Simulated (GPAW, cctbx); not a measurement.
## By hand: from a DFT structure factor to an extinction distance in TiBS3

TiBS3, R-3c (no. 167), a = 5.8106 Å, b = 5.8106 Å, c = 17.7087 Å, α = 90.00°, β = 90.00°, γ = 120.00°.

| atom | mult. | x | y | z |
| --- | --- | --- | --- | --- |
| Ti1 | 6 | 0 | 0 | 0 |
| S1 | 18 | 0 | 0.6859 | 1/4 |
| B1 | 6 | 0 | 0 | 1/4 |

The cell comes from substitution in a known structure type and wasn't matched to any measured phase.

A DFT run (GPAW, PBE, 550 eV, 4×4×4 k-points, Fermi–Dirac width 0.05 eV) gives the static X-ray structure factor of 006 as 135.870 e for the conventional cell; superposed free atoms give 132.550 e. **Problem.** Find the Fourier component V of the crystal potential and the two-beam extinction distance at 300 kV in both cases.

### 1. Geometry

The cell volume is Ω = 517.79 Å³ and d(006) = 2.9514 Å, so g = 1/d = 0.3388 Å⁻¹.

### 2. The nuclei

Electrons feel nuclei as well as electrons, so the nuclear charges are summed with the same phases.

Phase sums Σ exp(2πi h·x), turned so that the total is real and positive: Ti -6.000, S +18.000, B +6.000. Then F_Z = 22 × (-6.000) + 16 × (+18.000) + 5 × (+6.000) = 186.00 e. The electron term has the same sign for this reflection.

### 3. Mott–Bethe

Poisson's equation, term by term, gives V = (e/4πε₀)(F_Z − F)/(πΩg²), with e/4πε₀ = 14.3996 V Å.

The prefactor is 14.3996 × 2.9514²/(π × 517.79) = 0.07711 V per electron. Free atoms: (186.00 − 132.550) × 0.07711 = 4.121 V. Crystal: (186.00 − 135.870) × 0.07711 = 3.865 V. F changes by +2.50 % and V by -6.2 %: the same 3.32 e is measured against F_Z − F = 53.4 e in place of F = 132.6 e.

### 4. Extinction distance

In the two-beam case ξ = 1/(λU) with U = 2γm₀eV/h², that is ξ = 150.41 V Å²/(γλV).

At 300 kV, λ = 0.01969 Å and γ = 1.5871. Free atoms: ξ = 1168 Å. Crystal: ξ = 1245 Å. The thickness fringes go as sin²(πt/ξ), so the two patterns slip by a quarter of a period when t|1/ξ₁ − 1/ξ₀| = 1/4, at t ≈ 470 nm. Thermal motion, absorption and many-beam coupling, left out here, change a real pattern.

### 5. Answer

V(006) is 3.87 V against 4.12 V, and ξ is 1245 against 1168 Å. Limits: static atoms, two beams; no Hubbard U on Ti.
